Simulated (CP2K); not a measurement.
The O K edge of nitrosooxirane was computed by TDDFT (CP2K XAS_TDP, aug-cc-pVDZ, TDA) at these levels: PBE0, PBEh(45%) and PBEh(45%) + GW2X. The first three lines of O1 (bonded to N) with a strength over 0.0015, energy in eV and strength:

```tsv
run	first	second	third
1	530.95 (0.053)	539.48 (0.003)	539.82 (0.003)
2	525.74 (0.054)	534.27 (0.003)	534.62 (0.003)
3	518.42 (0.046)	526.98 (0.003)	527.12 (0.002)
```

Which run is which?

Run 1: PBEh(45%) + GW2X (45 % exact exchange). Run 2: PBEh(45%) (45 % exact exchange). Run 3: PBE0 (25 % exact exchange). Self-interaction lifts the core level, so the uncorrected lines rise with the share of exact exchange. The GW2X run keeps the spacings of its parent: 8.53 eV between the first two lines in run 1, 8.53 eV in run 2. Its shift is +5.21 eV, since the Kohn–Sham level at this share of exchange lies that far above the quasiparticle level.

[Banner, clock and machine lines of the logs are left out without a mark of their own.]

[Logs are printed without paths, hosts, clocks, repeated set-up lines and the standing remarks that a program may print on its own settings, such as how far it seeks lower states.]

[Hosts, paths, dates, database ids (printed as entryN), source tags and the programs' standing remarks are cut or masked in the printed files.]
